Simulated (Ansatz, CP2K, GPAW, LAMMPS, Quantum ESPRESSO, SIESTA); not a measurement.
# CP2K on ionic liquid MMIM+ methanesulfonate with Li salt at 400 K (210 atoms): settings against a plane-wave reference, part 2 of 3

How do the settings of CP2K change the result for ionic liquid MMIM+ methanesulfonate with Li salt at 400 K (210 atoms)? A plane-wave run serves as the yardstick.

Program: CP2K 2026.2; the method stands at each step. Banners, paths, timers and routine set-up lines are dropped from the logs unmarked, and long logs keep their key lines alone; longer cuts are marked.

So far. Step 2 (PBE, DZVP-MOLOPT-SR, 800/50 Ry, OT DIIS): Forces lie 12 % from the reference's, at 7.0 times its CPU time. Step 3 (GFN1-xTB, OT DIIS): Against the first run (12 %), the force difference from the reference is 19 %, at 0.019 times the CPU time (on 2 against 4 cores); the model has changed, so this is no error of the program alone.

## Step 4: PBE, DZVP-MOLOPT-SR, 800/50 Ry, TRS4 filter 1e-04, SCF 1e-05

Method: Kohn-Sham DFT, PBE, GTH-PBE pseudopotentials, Gaussian and plane waves, DZVP-MOLOPT-SR-GTH, linear-scaling purification of the density matrix.

The input, input.inp:

```
&GLOBAL
  PROJECT cell
  RUN_TYPE ENERGY_FORCE
  PRINT_LEVEL LOW
&END GLOBAL
&FORCE_EVAL
  METHOD QS
  STRESS_TENSOR ANALYTICAL
  &DFT
    BASIS_SET_FILE_NAME BASIS_MOLOPT
    POTENTIAL_FILE_NAME GTH_POTENTIALS
    &MGRID
      CUTOFF 800
      REL_CUTOFF 50
      NGRIDS 5
    &END MGRID
    &QS
      EPS_DEFAULT 1.0E-10
      LS_SCF T
    &END QS
    &LS_SCF
      PURIFICATION_METHOD TRS4
      EPS_FILTER 1.0E-04
      EPS_SCF 1.0E-05
      MAX_SCF 60
      S_PRECONDITIONER ATOMIC
      MIXING_FRACTION 0.45
      REPORT_ALL_SPARSITIES F
    &END LS_SCF
    &XC
      &XC_FUNCTIONAL PBE
      &END XC_FUNCTIONAL
    &END XC
    &PRINT
      &MULLIKEN ON
      &END MULLIKEN
    &END PRINT
  &END DFT
  &SUBSYS
    &CELL
      A 13.04169 0.00000 0.00000
      B 0.00000 13.04169 0.00000
      C 0.00000 0.00000 13.04169
    &END CELL
    &COORD
      SCALED
[... 210 atom lines left out: the same atoms as in the first run ...]
    &END COORD
    &KIND C
      BASIS_SET DZVP-MOLOPT-SR-GTH-q4
      POTENTIAL GTH-PBE-q4
    &END KIND
    &KIND N
      BASIS_SET DZVP-MOLOPT-SR-GTH-q5
      POTENTIAL GTH-PBE-q5
    &END KIND
    &KIND H
      BASIS_SET DZVP-MOLOPT-SR-GTH-q1
      POTENTIAL GTH-PBE-q1
    &END KIND
    &KIND S
      BASIS_SET DZVP-MOLOPT-SR-GTH-q6
      POTENTIAL GTH-PBE-q6
    &END KIND
    &KIND O
      BASIS_SET DZVP-MOLOPT-SR-GTH-q6
      POTENTIAL GTH-PBE-q6
    &END KIND
    &KIND Li
      BASIS_SET DZVP-MOLOPT-SR-GTH-q3
      POTENTIAL GTH-PBE-q3
    &END KIND
  &END SUBSYS
  &PRINT
    &FORCES ON
    &END FORCES
    &STRESS_TENSOR ON
    &END STRESS_TENSOR
  &END PRINT
&END FORCE_EVAL
```

The run is started by

```
$ OMP_NUM_THREADS=1 mpirun -np 4 cp2k.psmp -i input.inp > output.txt
```

Numbers of over 12 decimals in the logs are rounded to 6 here.

The program printed:

```text
CP2K| version string:                                       CP2K version 2026.2
 CP2K| Input file name                                                 input.inp
 GLOBAL| Basis set file name                                        BASIS_MOLOPT
 GLOBAL| Potential file name                                      GTH_POTENTIALS
 GLOBAL| Run type                                                   ENERGY_FORCE
 GLOBAL| Total number of message passing processes                             4
 GLOBAL| Number of threads for this process                                    1
[... lines left out ...]
 Re-scaling the density matrix to get the right number of electrons
[... lines left out ...]
 SCF run converged in     6 steps.
[... lines left out ...]
     210     Li       6          2.421569                              0.578431
 # Total charge                            627.995395                  0.004605
 !-----------------------------------------------------------------------------!
 ENERGY| Total FORCE_EVAL ( QS ) energy [hartree]          -1101.734978
 FORCES| Atomic forces [hartree/bohr]
 FORCES|   Atom     x               y               z               |f|
 FORCES|      1 -1.18445565E-04 -8.64545354E-03  3.06303903E-02   3.18273264E-02
 FORCES|      2 -3.66463735E-02 -2.77506426E-03 -1.95722834E-03   3.68033750E-02
 FORCES|      3  4.05867263E-02 -1.47455108E-02 -9.67895136E-03   4.42537517E-02
[...]
FORCES|    209 -8.59692870E-04 -5.07176386E-03 -8.30273992E-04   5.21068281E-03
 FORCES|    210 -4.04174958E-03  2.22593806E-03  5.94701681E-03   7.52712088E-03
 FORCES| Sum    -8.56646500E-04 -6.16965869E-04  4.75130855E-04
 FORCES| Total atomic force                                       1.15768711E-03
 STRESS| Analytical stress tensor [bar]
 STRESS|                        x                   y                   z
 STRESS|      x        4.29212080281E+04  -2.51208160318E+03  -4.22028995828E+03
 STRESS|      y       -2.51208160318E+03   6.21129483154E+04   3.87605991893E+02
 STRESS|      z       -4.22028995828E+03   3.87605991893E+02   3.75537570302E+04
 STRESS| 1/3 Trace                                             4.75293044579E+04
```

It took 1.9 min on 4 MPI ranks of Arm Neoverse V2, shared host; peak memory 6.3 GiB.

Against the reference:

- r.m.s. force component: 1.251 eV/Å
- r.m.s. difference of force components: 229.2 meV/Å
- longest difference of force vectors: 1667 meV/Å
- force difference over r.m.s. force: 20.04 %
- slope of forces against the reference's: 1.078
- correlation of force components: 0.9856
- pressure: 4.753 GPa
- pressure difference: 0.7697 GPa
- energy less the same-level run's: 0.2145 meV/atom
- r.m.s. force difference from the same-level run: 180.5 meV/Å

This is a coarse setting, run to see what it loses.

Against the first run (12 %), the force difference from the reference is 20 %, at 0.35 times the CPU time (6 SCF steps against 36).

## Step 5: PBE, DZVP-MOLOPT-SR, 800/50 Ry, TRS4 filter 1e-05, SCF 1e-06

Method: Kohn-Sham DFT, PBE, GTH-PBE pseudopotentials, Gaussian and plane waves, DZVP-MOLOPT-SR-GTH, linear-scaling purification of the density matrix.

input.inp, as its differences from that of step 4:

```diff
@@ -22,4 +22,4 @@
       PURIFICATION_METHOD TRS4
-      EPS_FILTER 1.0E-04
-      EPS_SCF 1.0E-05
+      EPS_FILTER 1.0E-05
+      EPS_SCF 1.0E-06
       MAX_SCF 60
```

The program printed:

```text
CP2K| version string:                                       CP2K version 2026.2
 CP2K| Input file name                                                 input.inp
 GLOBAL| Basis set file name                                        BASIS_MOLOPT
 GLOBAL| Potential file name                                      GTH_POTENTIALS
 GLOBAL| Run type                                                   ENERGY_FORCE
 GLOBAL| Total number of message passing processes                             4
 GLOBAL| Number of threads for this process                                    1
[... lines left out ...]
 Re-scaling the density matrix to get the right number of electrons
[... lines left out ...]
 SCF run converged in    10 steps.
[... lines left out ...]
     210     Li       6          2.420489                              0.579511
 # Total charge                            628.000189                 -0.000189
 !-----------------------------------------------------------------------------!
 ENERGY| Total FORCE_EVAL ( QS ) energy [hartree]          -1101.736073
 FORCES| Atomic forces [hartree/bohr]
 FORCES|   Atom     x               y               z               |f|
 FORCES|      1  1.26317247E-03 -1.00756497E-02  3.09201598E-02   3.25449013E-02
 FORCES|      2 -3.82244899E-02 -7.22096486E-03 -6.61242380E-04   3.89061846E-02
 FORCES|      3  3.96400118E-02 -1.09128129E-02 -1.01043664E-02   4.23381417E-02
[...]
FORCES|    209 -4.88763317E-04 -4.97704800E-03 -7.72357401E-04   5.06027987E-03
 FORCES|    210 -3.74976674E-03  2.21438702E-03  5.93678256E-03   7.36272013E-03
 FORCES| Sum    -8.75704993E-04 -6.44638409E-04  4.83707432E-04
 FORCES| Total atomic force                                       1.19012218E-03
 STRESS| Analytical stress tensor [bar]
 STRESS|                        x                   y                   z
 STRESS|      x        4.21638022978E+04  -2.36642262235E+03  -5.12928061862E+03
 STRESS|      y       -2.36642262235E+03   6.14112610326E+04   1.63255020194E+02
 STRESS|      z       -5.12928061862E+03   1.63255020194E+02   3.73015608040E+04
 STRESS| 1/3 Trace                                             4.69588747115E+04
```

Run time: 3.1 min. Hardware: 4 MPI ranks; peak memory 6.4 GiB.

Compared with the plane-wave run:

- r.m.s. force component: 1.228 eV/Å
- r.m.s. difference of force components: 154 meV/Å
- longest difference of force vectors: 714.8 meV/Å
- force difference over r.m.s. force: 13.46 %
- slope of forces against the reference's: 1.067
- correlation of force components: 0.9941
- pressure: 4.696 GPa
- pressure difference: 0.7127 GPa
- energy less the same-level run's: 0.0726 meV/atom
- r.m.s. force difference from the same-level run: 71.1 meV/Å

Against the first run (12 %), the force difference from the reference is 13 %, at 0.58 times the CPU time (10 SCF steps against 36).

## Step 6: PBE, SZV-MOLOPT-SR, 800/50 Ry, OT DIIS

Method: Kohn-Sham DFT, PBE, GTH-PBE pseudopotentials, Gaussian and plane waves, SZV-MOLOPT-SR-GTH, orbital transformation.

The input, input.inp:

```
&GLOBAL
  PROJECT cell
  RUN_TYPE ENERGY_FORCE
  PRINT_LEVEL LOW
&END GLOBAL
&FORCE_EVAL
  METHOD QS
  STRESS_TENSOR ANALYTICAL
  &DFT
    BASIS_SET_FILE_NAME BASIS_MOLOPT
    POTENTIAL_FILE_NAME GTH_POTENTIALS
    &MGRID
      CUTOFF 800
      REL_CUTOFF 50
      NGRIDS 5
    &END MGRID
    &QS
      EPS_DEFAULT 1.0E-12
    &END QS
    &SCF
      SCF_GUESS ATOMIC
      EPS_SCF 1.0E-06
      MAX_SCF 30
      &OT
        MINIMIZER DIIS
        PRECONDITIONER FULL_ALL
        ENERGY_GAP 0.001
      &END OT
      &OUTER_SCF
        EPS_SCF 1.0E-06
        MAX_SCF 8
      &END OUTER_SCF
      &PRINT
        &RESTART OFF
        &END RESTART
      &END PRINT
    &END SCF
    &XC
      &XC_FUNCTIONAL PBE
      &END XC_FUNCTIONAL
    &END XC
    &PRINT
      &MULLIKEN ON
      &END MULLIKEN
      &HIRSHFELD ON
        SHAPE_FUNCTION DENSITY
      &END HIRSHFELD
      &MO_CUBES
        NHOMO 1
        NLUMO 4
        WRITE_CUBE F
      &END MO_CUBES
    &END PRINT
  &END DFT
  &SUBSYS
    &CELL
      A 13.04169 0.00000 0.00000
      B 0.00000 13.04169 0.00000
      C 0.00000 0.00000 13.04169
    &END CELL
    &COORD
      SCALED
[... 210 atom lines left out: the same atoms as in the first run ...]
    &END COORD
    &KIND C
      BASIS_SET SZV-MOLOPT-SR-GTH-q4
      POTENTIAL GTH-PBE-q4
    &END KIND
    &KIND N
      BASIS_SET SZV-MOLOPT-SR-GTH-q5
      POTENTIAL GTH-PBE-q5
    &END KIND
    &KIND H
      BASIS_SET SZV-MOLOPT-SR-GTH-q1
      POTENTIAL GTH-PBE-q1
    &END KIND
    &KIND S
      BASIS_SET SZV-MOLOPT-SR-GTH-q6
      POTENTIAL GTH-PBE-q6
    &END KIND
    &KIND O
      BASIS_SET SZV-MOLOPT-SR-GTH-q6
      POTENTIAL GTH-PBE-q6
    &END KIND
    &KIND Li
      BASIS_SET SZV-MOLOPT-SR-GTH-q3
      POTENTIAL GTH-PBE-q3
    &END KIND
  &END SUBSYS
  &PRINT
    &FORCES ON
    &END FORCES
    &STRESS_TENSOR ON
    &END STRESS_TENSOR
  &END PRINT
&END FORCE_EVAL
```

The run is started by

```
$ OMP_NUM_THREADS=2 cp2k.psmp -i input.inp > output.txt
```

The program printed:

```text
CP2K| version string:                                       CP2K version 2026.2
 CP2K| Input file name                                                 input.inp
 GLOBAL| Basis set file name                                        BASIS_MOLOPT
 GLOBAL| Potential file name                                      GTH_POTENTIALS
 GLOBAL| Run type                                                   ENERGY_FORCE
 GLOBAL| Total number of message passing processes                             1
 GLOBAL| Number of threads for this process                                    2
[... lines left out ...]
 Number of electrons:                                                        628
[... lines left out ...]
  Step     Update method      Time    Convergence         Total energy    Change
[... lines left out ...]
  Total energy:                                             -1093.300894
[... lines left out ...]
  Step     Update method      Time    Convergence         Total energy    Change
[... lines left out ...]
  *** SCF run converged in    12 steps ***
[... lines left out ...]
  Total energy:                                             -1093.303199
[... lines left out ...]
  outer SCF loop converged in   2 iterations or   42 steps
[... lines left out ...]
 Fermi Energy [eV] :    3.383680
  Using OT eigensolver for additional unoccupied orbitals spin            1
  Lowest Eigenvalues of the unoccupied subspace spin            1
 OT| Eigensolver reached convergence in 81 iterations
       0.12605802      0.13137501      0.13731361      0.13863179
 HOMO - LUMO gap [eV] :    0.046533
 ENERGY| Total FORCE_EVAL ( QS ) energy [hartree]          -1093.303199
 FORCES| Atomic forces [hartree/bohr]
 FORCES|   Atom     x               y               z               |f|
 FORCES|      1  3.22164147E-02 -3.16292965E-02  4.34094867E-02   6.26314084E-02
 FORCES|      2 -2.08912432E-02 -1.76329825E-02  1.37671762E-03   2.73726408E-02
 FORCES|      3  4.96087663E-02  3.43624778E-02 -3.15442167E-02   6.80943990E-02
[...]
FORCES|    209  7.23288713E-03 -1.49465438E-02 -4.58583446E-03   1.72262504E-02
 FORCES|    210 -1.86586197E-03  1.09694604E-03  8.18321365E-03   8.46461560E-03
 FORCES| Sum     2.18690270E-04 -9.40212029E-04 -6.09179867E-04
 FORCES| Total atomic force                                       1.14145705E-03
 STRESS| Analytical stress tensor [bar]
 STRESS|                        x                   y                   z
 STRESS|      x        2.22587496989E+05   1.06801753982E+04  -2.03145061408E+04
 STRESS|      y        1.06801753982E+04   2.71976800458E+05   1.35948261129E+04
 STRESS|      z       -2.03145061408E+04   1.35948261129E+04   2.28822170916E+05
 STRESS| 1/3 Trace                                             2.41128822788E+05
```

Run time: 7.3 min. Hardware: 2 threads; peak memory 4.1 GiB; 13 min of CPU time.

Numbers from this run, and their distance from the reference:

| Quantity | Value |
| --- | --- |
| r.m.s. force component | 3.857 eV/Å |
| r.m.s. difference of force components | 3211 meV/Å |
| longest difference of force vectors | 14990 meV/Å |
| force difference over r.m.s. force | 280.7 % |
| slope of forces against the reference's | 2.243 |
| correlation of force components | 0.6654 |
| gap (highest filled to lowest empty level) | 0.0465 eV |
| gap difference | -2.336 eV |
| pressure | 24.11 GPa |
| pressure difference | 20.13 GPa |

This is a coarse setting, run to see what it loses.

Against the first run (12 %), the force difference from the reference is 281 %, at 0.62 times the CPU time (on 2 against 4 cores), with 530 basis functions against 1900: the smaller basis costs accuracy.

## Step 7: PBE, DZVP-MOLOPT-SR, 800/50 Ry, TRS4 filter 1e-03, SCF 1e-04

Method: Kohn-Sham DFT, PBE, GTH-PBE pseudopotentials, Gaussian and plane waves, DZVP-MOLOPT-SR-GTH, linear-scaling purification of the density matrix.

The input, input.inp:

```
&GLOBAL
  PROJECT cell
  RUN_TYPE ENERGY_FORCE
  PRINT_LEVEL LOW
&END GLOBAL
&FORCE_EVAL
  METHOD QS
  STRESS_TENSOR ANALYTICAL
  &DFT
    BASIS_SET_FILE_NAME BASIS_MOLOPT
    POTENTIAL_FILE_NAME GTH_POTENTIALS
    &MGRID
      CUTOFF 800
      REL_CUTOFF 50
      NGRIDS 5
    &END MGRID
    &QS
      EPS_DEFAULT 1.0E-10
      LS_SCF T
    &END QS
    &LS_SCF
      PURIFICATION_METHOD TRS4
      EPS_FILTER 1.0E-03
      EPS_SCF 1.0E-04
      MAX_SCF 60
      S_PRECONDITIONER ATOMIC
      MIXING_FRACTION 0.45
      REPORT_ALL_SPARSITIES F
    &END LS_SCF
    &XC
      &XC_FUNCTIONAL PBE
      &END XC_FUNCTIONAL
    &END XC
    &PRINT
      &MULLIKEN ON
      &END MULLIKEN
    &END PRINT
  &END DFT
  &SUBSYS
    &CELL
      A 13.04169 0.00000 0.00000
      B 0.00000 13.04169 0.00000
      C 0.00000 0.00000 13.04169
    &END CELL
    &TOPOLOGY
      COORD_FILE_NAME structure.xyz
      COORD_FILE_FORMAT XYZ
    &END TOPOLOGY
    &KIND C
      BASIS_SET DZVP-MOLOPT-SR-GTH-q4
      POTENTIAL GTH-PBE-q4
    &END KIND
    &KIND N
      BASIS_SET DZVP-MOLOPT-SR-GTH-q5
      POTENTIAL GTH-PBE-q5
    &END KIND
    &KIND H
      BASIS_SET DZVP-MOLOPT-SR-GTH-q1
      POTENTIAL GTH-PBE-q1
    &END KIND
    &KIND S
      BASIS_SET DZVP-MOLOPT-SR-GTH-q6
      POTENTIAL GTH-PBE-q6
    &END KIND
    &KIND O
      BASIS_SET DZVP-MOLOPT-SR-GTH-q6
      POTENTIAL GTH-PBE-q6
    &END KIND
    &KIND Li
      BASIS_SET DZVP-MOLOPT-SR-GTH-q3
      POTENTIAL GTH-PBE-q3
    &END KIND
  &END SUBSYS
  &PRINT
    &FORCES ON
    &END FORCES
    &STRESS_TENSOR ON
    &END STRESS_TENSOR
  &END PRINT
&END FORCE_EVAL
```

The input, structure.xyz:

```xyz
210

C 4.08674 2.63938 2.43658
N 2.82848 3.22756 2.01025
C 2.55774 4.51529 1.54101
C 1.20518 4.56720 1.46106
N 0.63370 3.43401 1.83340
C 12.28749 3.05815 1.77432
C 1.59995 2.63925 2.20183
H 4.91463 2.92329 1.81201
H 4.30206 3.02972 3.45357
H 4.02049 1.52809 2.55448
H 3.42592 5.12460 1.15967
H 0.57736 5.38126 1.12758
H 12.34500 2.03646 1.59213
H 11.78917 3.39449 2.68815
H 11.84838 3.50156 0.88005
H 1.45311 1.64782 2.56700
C 5.59671 7.97278 10.57968
N 5.94818 7.64752 9.25204
C 5.15434 6.87558 8.51675
C 5.59267 6.88171 7.20619
[... 186 atom lines left out ...]
H 7.53940 2.23782 2.25100
H 8.34681 1.18066 3.31468
Li 1.94504 12.22215 5.01427
Li 1.61026 8.15301 0.74220
```

The run is started by

```
$ OMP_NUM_THREADS=1 mpirun -np 4 cp2k.psmp -i input.inp > output.txt
```

The program printed:

```text
CP2K| version string:                                       CP2K version 2026.2
 CP2K| Input file name                                                 input.inp
 GLOBAL| Basis set file name                                        BASIS_MOLOPT
 GLOBAL| Potential file name                                      GTH_POTENTIALS
[... lines left out ...]
 Re-scaling the density matrix to get the right number of electrons
[... lines left out ...]
 SCF run converged in     5 steps.
[... lines left out ...]
 ENERGY| Total FORCE_EVAL ( QS ) energy [hartree]          -1101.681210
[... lines left out ...]
 FORCES|      1  6.47293611E-03 -1.55736655E-02  3.42511179E-02   3.81782272E-02
 FORCES|      2 -2.90886978E-02 -2.04536328E-02  2.71783884E-03   3.56635680E-02
 FORCES|      3  3.71379266E-02  6.54757396E-03 -1.17871890E-02   3.95099246E-02
[...]
FORCES|    209 -1.75273553E-04 -4.82808417E-03 -4.27936221E-04   4.85018010E-03
 FORCES|    210 -3.24508400E-03  1.87967809E-03  6.09308544E-03   7.15468029E-03
 FORCES| Sum    -9.25606051E-04 -7.32752686E-04  5.17408189E-04
 FORCES| Total atomic force                                       1.28894697E-03
 STRESS| Analytical stress tensor [bar]
 STRESS|                        x                   y                   z
 STRESS|      x        4.34913611285E+04  -1.43434124170E+03  -9.03044707874E+03
 STRESS|      y       -1.43434124170E+03   6.29347270306E+04  -3.95629014035E+02
 STRESS|      z       -9.03044707874E+03  -3.95629014035E+02   3.77637059813E+04
 STRESS| 1/3 Trace                                             4.80632647134E+04
```

It took 73 s on 4 MPI ranks; peak memory 6.3 GiB; 4.8 min of CPU time.

Against the reference:

| Quantity | Value |
| --- | --- |
| r.m.s. force component | 1.209 eV/Å |
| r.m.s. difference of force components | 314.2 meV/Å |
| longest difference of force vectors | 2642 meV/Å |
| force difference over r.m.s. force | 27.47 % |
| slope of forces against the reference's | 1.021 |
| correlation of force components | 0.9658 |
| pressure | 4.806 GPa |
| pressure difference | 0.8231 GPa |
| energy less the same-level run's | 7.182 meV/atom |
| r.m.s. force difference from the same-level run | 297.3 meV/Å |

This is a coarse setting, run to see what it loses.

Against the first run (12 %), the force difference from the reference is 27 %, at 0.23 times the CPU time (5 SCF steps against 36).

[end of part 2 of 3]

[Also dropped from logs without a mark: logging warnings of Python, and SIESTA's first energy breakdown and zero terms.]

[Logs are printed without paths, hosts, clocks, repeated set-up lines and the standing remarks that a program may print on its own settings, such as how far it seeks lower states.]

[Hosts, paths, dates, database ids (printed as entryN), source tags and the programs' standing remarks are cut or masked in the printed files.]
